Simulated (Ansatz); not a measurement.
# Pd(111) with 4 thermally displaced layers, 2x2: scattering by thermal displacements

Wanted: the phonon-limited resistivity of Pd at 300 K by the Landauer route.

Calculated with Ansatz 0.2.0; Ansatz plane-wave DFT, PBE, PAW files; ballistic transport by layer matching (Landauer), zero bias; PAW set soft_1.

This is a report of a sequence of runs, with most program output left out.

### Step 1. Set-up

The cell holds 40 atoms: 40 Pd. Cell: a = 5.501 Å, b = 5.501 Å, c = 22.514 Å, α = 93.5°, β = 86.5°, γ = 120.0°. It derives from Pd. Regions: lead, 24 atoms (24 Pd); scattering region, 16 atoms (16 Pd). The structure is stacked along c, and the current runs across the ab planes.

### Step 2. With 4 displaced layers

Each atom of 4 layers is moved at random, by amounts drawn from a normal law 0.0748 Å wide in each direction from the Debye model (274 K) at 300 K. The layers about the cell's end stay perfect and serve as the lead. Disorder leaves little or no symmetry, which makes such runs dear. Energies from -0.05 to 0.05 eV in steps of 0.05 eV are too few for the program's thermal sum, so it prints no conductance; for a metal the transmission near the Fermi level serves, at a fraction of the cost.

Contents of input.yaml:

```yaml
crystal:
  lattice:
    - [5.5010079149, 0.0, 0.0]
    - [-2.7505039575, 4.7640126007, 0.0]
    - [1.3752519787, -0.7940021001, 22.4577707709]
  atoms:
    - { symbol: Pd, position: [0.9916666667, 0.0083333333, 0.05] }
    - { symbol: Pd, position: [0.9916666667, 0.5083333333, 0.05] }
    - { symbol: Pd, position: [0.4916666667, 0.0083333333, 0.05] }
    - { symbol: Pd, position: [0.4916666667, 0.5083333333, 0.05] }
    - { symbol: Pd, position: [0.1416666667, 0.3583333333, 0.15] }
    - { symbol: Pd, position: [0.1416666667, 0.8583333333, 0.15] }
    - { symbol: Pd, position: [0.6416666667, 0.3583333333, 0.15] }
    - { symbol: Pd, position: [0.6416666667, 0.8583333333, 0.15] }
[... 28 atom lines left out ...]
    - { symbol: Pd, position: [0.8416666667, 0.1583333333, 0.95] }
    - { symbol: Pd, position: [0.8416666667, 0.6583333333, 0.95] }
    - { symbol: Pd, position: [0.3416666667, 0.1583333333, 0.95] }
    - { symbol: Pd, position: [0.3416666667, 0.6583333333, 0.95] }
kpoints:
  mp_grid: { grid: [5, 5, 1] }
hamiltonian:
  xc: pbe
  pseudopotentials: { kind: paw, azcp: { folder: soft_1 } }
scf:
  occupations: { method: fermi_dirac, width: 0.1 }
output:
  transmission:
    leads: [[0, 4]]
    kmesh: [10, 10]
    e_range: [-0.05, 0.05]
    de: 0.05
  write_potential: true
  write_density: true
  volumetric_format: npy
```

Command:

```bash
$ ansatz run input.yaml --threads 4 --pin off --max-ram 15360MiB --backend cpu --events-out ev --progress --plain --runs-dir out
```

Wall time 9.7 min (4 threads of Arm Neoverse V1, shared host); peak memory 5.5 GiB; 38 min of CPU time.

Numbers from this step:

```yaml
free_energy: -278916.1140 eV
energy_at_zero_smearing: -278914.9126 eV
fermi_energy: 19.74 eV
cell_area: 26.21 Å²
transmission_per_spin_nearest_the_fermi_level: 4.429
open_channels_per_spin_nearest_the_fermi_level: 5.23
step_of_the_lead_s_potential: 3.2 meV
```

Per spin. The transmission, zone mean by energy, zero at the Fermi level:

```
energy (eV)  transmission, zone mean
    -0.0500                     5.03
     0.0000                     4.43
     0.0500                     3.92
```

Per spin. The open channels, zone mean, lead by energy, zero at the Fermi level:

```
energy (eV)  open channels, zone mean, lead
    -0.0500                            6.25
     0.0000                            5.23
     0.0500                            4.49
```

Transmission over k1 and k2. At 0.0000 eV from the Fermi level.

Ten even steps from '_' (2.28) to '@' (8.33):
```
::**==--==**--::__::
::==--------==::____
::----==::==----::::
::==--::----::--==::
@@**--==------==--**
::::==--::----::--==
::::::----==::==----
::____::==--------==
::::__::--**==--==**
@@--::::--@@--::::--
```
Columns: k1 (b1) from -0.5 to 0.4; rows upwards: k2 (b2) from -0.5 to 0.4.

Open channels over k1 and k2. At 0.0000 eV from the Fermi level.

Ten even steps from '0' (3.0) to '9' (10.0):
```
2742472101
1422224100
1222122211
2421551242
9722555227
2242155124
1112221222
1001422224
2101274247
9211292112
```
Columns: k1 (b1) from -0.5 to 0.4; rows upwards: k2 (b2) from -0.5 to 0.4.

Over the solved energies the transmission per spin lies between 3.92 and 5.03, out of 5.32 channels of the lead on average (up to 6.25).

### Step 3. With 8 displaced layers

Each atom of 8 layers is moved at random, by amounts drawn from a normal law 0.0748 Å wide in each direction from the Debye model (274 K) at 300 K. A fresh draw is used; the growth of the resistance with length is what counts.

System of this step: Pd(111) with 8 thermally displaced layers, 2x2. The cell holds 56 atoms: 56 Pd. Cell: a = 5.501 Å, b = 5.501 Å, c = 31.481 Å, α = 87.5°, β = 92.5°, γ = 120.0°. It derives from Pd. Regions: lead, 24 atoms (24 Pd); scattering region, 32 atoms (32 Pd). The structure is stacked along c, and the current runs across the ab planes.

Contents of input.yaml:

```yaml
crystal:
  lattice:
    - [5.5010079149, 0.0, 0.0]
    - [-2.7505039575, 4.7640126007, 0.0]
    - [-1.3752519787, 0.7940021001, 31.4408790793]
  atoms:
    - { symbol: Pd, position: [0.005952381, 0.994047619, 0.0357142857] }
    - { symbol: Pd, position: [0.005952381, 0.494047619, 0.0357142857] }
    - { symbol: Pd, position: [0.505952381, 0.994047619, 0.0357142857] }
    - { symbol: Pd, position: [0.505952381, 0.494047619, 0.0357142857] }
    - { symbol: Pd, position: [0.1845238095, 0.3154761905, 0.1071428571] }
    - { symbol: Pd, position: [0.1845238095, 0.8154761905, 0.1071428571] }
    - { symbol: Pd, position: [0.6845238095, 0.3154761905, 0.1071428571] }
    - { symbol: Pd, position: [0.6845238095, 0.8154761905, 0.1071428571] }
[... 44 atom lines left out ...]
    - { symbol: Pd, position: [0.3273809524, 0.1726190476, 0.9642857143] }
    - { symbol: Pd, position: [0.3273809524, 0.6726190476, 0.9642857143] }
    - { symbol: Pd, position: [0.8273809524, 0.1726190476, 0.9642857143] }
    - { symbol: Pd, position: [0.8273809524, 0.6726190476, 0.9642857143] }
kpoints:
  mp_grid: { grid: [5, 5, 1] }
hamiltonian:
  xc: pbe
  pseudopotentials: { kind: paw, azcp: { folder: soft_1 } }
scf:
  occupations: { method: fermi_dirac, width: 0.1 }
output:
  transmission:
    leads: [[0, 4]]
    kmesh: [10, 10]
    e_range: [-0.05, 0.05]
    de: 0.05
  write_potential: true
  write_density: true
  volumetric_format: npy
```

It took 18 min on 4 threads; peak memory 9.4 GiB; 69 min of CPU time.

This step gave:

```
free energy                                   : -390481.3417 eV
energy at zero smearing                       : -390479.6659 eV
Fermi energy                                  : 19.75 eV
transmission per spin nearest the Fermi level : 3.653
step of the lead's potential                  : 5.9 meV
```

Per spin. The transmission, zone mean by energy, zero at the Fermi level:

```
energy (eV)  transmission, zone mean
    -0.0500                     3.93
     0.0000                     3.65
     0.0500                     3.26
```

Over the solved energies the transmission per spin lies between 3.26 and 3.93, out of 5.26 channels of the lead on average (up to 6.13).

### Step 4. With 12 displaced layers

Each atom of 12 layers is moved at random, by amounts drawn from a normal law 0.0748 Å wide in each direction from the Debye model (274 K) at 300 K. A fresh draw is used; the growth of the resistance with length is what counts.

System of this step: Pd(111) with 12 thermally displaced layers, 2x2. The cell holds 72 atoms: 72 Pd. Its edges and angles: a = 5.501 Å, b = 5.501 Å, c = 40.424 Å, α = 90.0°, β = 90.0°, γ = 120.0°. It derives from Pd. Regions: lead, 24 atoms (24 Pd); scattering region, 48 atoms (48 Pd). The structure is stacked along c, and the current runs across the ab planes.

Contents of input.yaml:

```yaml
crystal:
  lattice:
    - [5.5010079149, 0.0, 0.0]
    - [-2.7505039575, 4.7640126007, 0.0]
    - [0.0, 0.0, 40.4239873877]
  atoms:
    - { symbol: Pd, position: [0.0, 0.0, 0.0277777778] }
    - { symbol: Pd, position: [0.0, 0.5, 0.0277777778] }
    - { symbol: Pd, position: [0.5, 0.0, 0.0277777778] }
    - { symbol: Pd, position: [0.5, 0.5, 0.0277777778] }
    - { symbol: Pd, position: [0.1666666667, 0.3333333333, 0.0833333333] }
    - { symbol: Pd, position: [0.1666666667, 0.8333333333, 0.0833333333] }
    - { symbol: Pd, position: [0.6666666667, 0.3333333333, 0.0833333333] }
    - { symbol: Pd, position: [0.6666666667, 0.8333333333, 0.0833333333] }
[... 60 atom lines left out ...]
    - { symbol: Pd, position: [0.3333333333, 0.1666666667, 0.9722222222] }
    - { symbol: Pd, position: [0.3333333333, 0.6666666667, 0.9722222222] }
    - { symbol: Pd, position: [0.8333333333, 0.1666666667, 0.9722222222] }
    - { symbol: Pd, position: [0.8333333333, 0.6666666667, 0.9722222222] }
kpoints:
  mp_grid: { grid: [5, 5, 1] }
hamiltonian:
  xc: pbe
  pseudopotentials: { kind: paw, azcp: { folder: soft_1 } }
scf:
  occupations: { method: fermi_dirac, width: 0.1 }
output:
  transmission:
    leads: [[0, 4]]
    kmesh: [10, 10]
    e_range: [-0.05, 0.05]
    de: 0.05
  write_potential: true
  write_density: true
  volumetric_format: npy
```

Run time: 29 min. Hardware: 4 threads; peak memory 8.2 GiB.

Numbers from this step:

- free energy: -502047.4715 eV
- energy at zero smearing: -502045.3192 eV
- transmission per spin nearest the Fermi level: 3.419
- step of the lead's potential: 5.7 meV

Per spin. Transmission, zone mean against energy, zero at the Fermi level:

```
energy (eV)  transmission, zone mean
    -0.0500                     3.67
     0.0000                     3.42
     0.0500                     3.11
```

Over the solved energies the transmission per spin lies between 3.11 and 3.67, out of 5.31 channels of the lead on average (up to 6.25).

### Step 5. Resistance against length

This step: Ansatz plane-wave DFT, PBE, PAW files; ballistic transport by layer matching (Landauer), zero bias; resistivity from the slope of the area resistance; PAW set soft_1 (Ansatz 0.2.0).

Numbers from this step:

| Property | Result |
| --- | --- |
| resistivity | 13.07 µΩ cm |
| intercept | 0.02298 fΩ m² |
| scatter about the fit | 0.02422 fΩ m² |

Resistance, by row:

```
run  length (Å)      T  channels N  RA (fΩ m²)
 n4       8.983  4.459       5.323      0.1232
 n8       17.97  3.616       5.257       0.292
n12       26.95  3.399        5.31       0.358
```

Area resistance against length of the displaced region:

```
length of the displaced region (Å)  area resistance (fΩ m²)
                              8.98                    0.123
                             17.97                    0.292
                             26.95                    0.358
```

The area resistance goes from 0.12 to 0.36 fΩ m² between 9.0 and 26.9 Å, a slope of 13 µΩ cm.

By hand from the end points: (0.3580 − 0.1232) fΩ m² / (26.95 − 8.98) Å = 13 µΩ cm, since 1 fΩ m² per Å is 1000 µΩ cm.

### Step 6. Results

```yaml
resistivity_from_the_slope: 13.1 µΩ cm
area_resistance_over_8p98_a: 0.123 fΩ m²
area_resistance_over_18p0_a: 0.292 fΩ m²
area_resistance_over_26p9_a: 0.358 fΩ m²
```

The slope gives 13 µΩ cm. The points scatter by 0.024 fΩ m² about the line, with one random draw a length in a 2x2 cell, so the slope is a rough value. The mean square of the displacements drawn is 0.75, 0.94 and 0.81 of the nominal one at the three lengths; with each resistance scaled back by that, the slope is 15 µΩ cm, the value used below. The lead's own channel count moves between the runs (5.32, 5.26 and 5.31), which shifts RA and the slope too. Read with a model of isotropic scattering on a spherical Fermi surface and the lead's 1.6×10¹⁵ S/m², this slope means a mean free path near 32 Å; over these lengths the model's slope is 1.05 times its bulk resistivity, which would be 15 µΩ cm. Uncorrelated displacements put too much weight on short waves, which scatter strongly; with the sideways repeat of a small cell, one draw and three short lengths, the method is good to a factor of two or three. The measured value is 10.8 µΩ cm (CRC Handbook of Chemistry and Physics, 84th ed., 2003, Electrical Resistivity of Pure Metals); the scaled slope is 1.4 times that and the corrected value 1.4: fair for so small a cell.

[Logs are printed without paths, hosts, clocks, repeated set-up lines and the standing remarks that a program may print on its own settings, such as how far it seeks lower states.]

[Hosts, paths, dates, database ids (printed as entryN), source tags and the programs' standing remarks are cut or masked in the printed files.]
